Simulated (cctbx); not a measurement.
**What is wrong with this refinement?**

Cell a = 8.8090 Å, b = 5.4370 Å, c = 9.2780 Å, α = 90.00°, β = 90.00°, γ = 90.00°; space group Amm2 (no. 38). The compound is Zr2CrFe2Te.

The data are simulated with cctbx, not measured: synchrotron X-rays, λ = 0.6889 Å, to d = 0.6 Å, 80 % of the full sphere, strongest reflection 5000 counts, noise from counting, a 4 % proportional error and a noise floor of 4 counts (s.d.); no absorption.

An anisotropic refinement with weights 1/σ² prints:

```text
Rint 0.050, 1197 unique reflections to 0.60 A
cycle     R1     wR2    GooF  max shift (A)
   1  0.2823  0.5911   9.490   0.03215
   6  0.2688  0.5543   8.899   0.00035
final R1 0.2688 wR2 0.5543 GooF 8.899  parameters 32  data/parameter 37.4
atom        x        y        z      Ueq    occ   su(xyz)  su(Uiso or U11)
Te1    0.50000  0.75713  0.91948  -0.0009  1.000  0.00092  0.0010  NPD
Zr1    0.17849  0.50000  0.83701  -0.0020  1.000  0.00119  0.0039  NPD
Zr2    0.30765  0.50000  0.16755   0.0021  1.000  0.00173  0.0028  NPD
Fe1    0.00000  0.26615  0.07686   0.0014  1.000  0.00177  0.0035  NPD
Cr1    0.50000  0.50000  0.66875   0.0078  1.000  0.00316  0.0043  NPD
Cr2    0.00000  0.50000  0.33495   0.0038  1.000  0.00207  0.0049  NPD
difference map: max 137.93 min -22.35 rms 5.21
Q1    0.2499  0.0000  0.0008    4  137.99  2.68 A from Te1
Q2    0.5000  0.2603  0.4185    4   70.35  0.02 A from Te1
Q3    0.2506  0.0000  0.8399    4   46.55  1.68 A from Zr2
Q4    0.1782  0.0000  0.3402    4   38.08  0.03 A from Zr1
Q5    0.3060  0.0000  0.6650    4   33.64  0.03 A from Zr2
Q6    0.0000  0.0000  0.8313    2   32.58  0.03 A from Cr2
```

Q: Accept it or mend it, and why?

Mend it. The fault: an atom left out, Fe at (0.2506, 1/2, 0.5017). Against the right model at the same level, R1 goes from 0.0256 to 0.2688 and GooF from 0.94 to 8.90, U of Te1 shrinks from 0.0060 to -0.0009 Å², the top difference peak, 138.0 e/Å³, lies 2.68 Å from Te1 and Te1, Zr1, Zr2, Fe1, Cr1 and Cr2 go non-positive-definite. Q1 is the missing atom. With scattering power missing, scale and phases suffer, so peaks may also grow on the heavy atoms.

The compound is Zr2CrFe2Te. The right model at the same level gives:

```text
Rint 0.050, 1197 unique reflections to 0.60 A
cycle     R1     wR2    GooF  max shift (A)
   1  0.0257  0.0590   0.949   0.00068
   2  0.0256  0.0584   0.940   0.00000
final R1 0.0256 wR2 0.0584 GooF 0.940  parameters 38  data/parameter 31.5
atom        x        y        z      Ueq    occ   su(xyz)  su(Uiso or U11)
Te1    0.50000  0.75771  0.91973   0.0060  1.000  0.00007  0.0001
Zr1    0.18175  0.50000  0.83903   0.0054  1.000  0.00012  0.0004
Zr2    0.31027  0.50000  0.16432   0.0063  1.000  0.00013  0.0003
Fe1    0.00000  0.26275  0.07682   0.0071  1.000  0.00018  0.0003
Fe2    0.25063  0.50000  0.50216   0.0068  1.000  0.00014  0.0003
Cr1    0.50000  0.50000  0.67105   0.0088  1.000  0.00023  0.0005
Cr2    0.00000  0.50000  0.33484   0.0074  1.000  0.00018  0.0005
Flack x: 0.06(10)
Hooft y: -0.023(108)  Bijvoet pairs: 562
difference map: max 1.45 min -1.29 rms 0.28
Q1    0.5000  0.0000  0.0398    2    1.49  1.22 A from Cr1
Q2    0.5000  0.1980  0.6737    4    1.28  1.64 A from Cr1
Q3    0.0000  0.0651  0.6751    4    1.07  1.31 A from Fe1
Q4    0.3097  0.0000  0.1317    4    1.07  1.31 A from Fe2
Q5    0.0000  0.0871  0.9895    4    1.05  1.25 A from Fe1
Q6    0.0000  0.0960  0.3700    4    1.05  1.71 A from Zr1
```

Isotropic U is held between 0.0001 and 1 Å² by the program, and listed peak heights are interpolated, so they can pass the grid's maximum.

The model was made for the exercise: a known structure type with other elements put in, its volume estimated, not relaxed; displacement parameters are assumed.

[Middle refinement cycles are left out of these outputs.]

[Logs are printed without paths, hosts, clocks, repeated set-up lines and the standing remarks that a program may print on its own settings, such as how far it seeks lower states.]
